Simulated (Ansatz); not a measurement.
# Nb5W (W on 17 % of the Nb sites, one arrangement): which shell does photoemission see at 21.2 and 100 eV? (PBE)

The valence band of Nb5W (W on 17 % of the Nb sites, one arrangement) mixes several shells. Work out by hand which one leads the spectrum's area at each photon energy.

Filled states come from the projected DOS of Ansatz 0.2.0 (PBE, plane waves); cross sections σ and asymmetry parameters β are those of free atoms in a Dirac–Hartree–Slater calculation. A shell's area is states × σ × angular factor, which is 1 + β·P₂(cos θ) for linear light, with θ = 30° from the polarisation and P₂ = 0.625.

**At 21.2 eV** (states counted from 11.2 eV below the zero; other shells add 0.43 to the products' sum of 331):

```
shell  filled states a cell  cross section (Mb an electron)     β  angular factor  product  share by hand (%)  share in the simulated spectrum (%)
 W 5d                  9.56                            5.51  0.32            1.20     63.1                 19                                   19
Nb 5s                  7.21                           0.024  1.87            2.17    0.375                  0                                    0
Nb 4d                 41.51                            5.05  0.44            1.28      267                 81                                   81
```

**At 100 eV** (states counted from 30.0 eV below the zero; other shells add 0.033 to the products' sum of 2.3):

| shell | filled states a cell | cross section (Mb an electron) | β | angular factor | product | share by hand (%) | share in the simulated spectrum (%) |
| --- | --- | --- | --- | --- | --- | --- | --- |
| W 5d | 9.56 | 0.0741 | 1.87 | 2.17 | 1.54 | 67 | 67 |
| Nb 5s | 7.21 | 0.0135 | 1.99 | 2.24 | 0.218 | 10 | 9 |
| Nb 4d | 41.51 | 0.0226 | -0.73 | 0.54 | 0.508 | 22 | 22 |

Nb 4d leads at 21.2 eV and W 5d at 100 eV. Between the two energies σ of Nb 4d changes by a factor 0.0045 and that of W 5d by 0.013, so their ratio moves 3.0-fold in favour of the second. The simulated spectrum uses the same rule on the energy-resolved DOS, so the two share columns agree within a few points.

The angular factor decides the lead at one of the energies. Only crystals where the two columns agree within 4 points and the lead is clear are worked in this form. Free-atom cross sections ignore the solid's final states, no escape depth or background enters, and the count of states a shell hangs on the projection.

[Logs are printed without paths, hosts, clocks, repeated set-up lines and the standing remarks that a program may print on its own settings, such as how far it seeks lower states.]
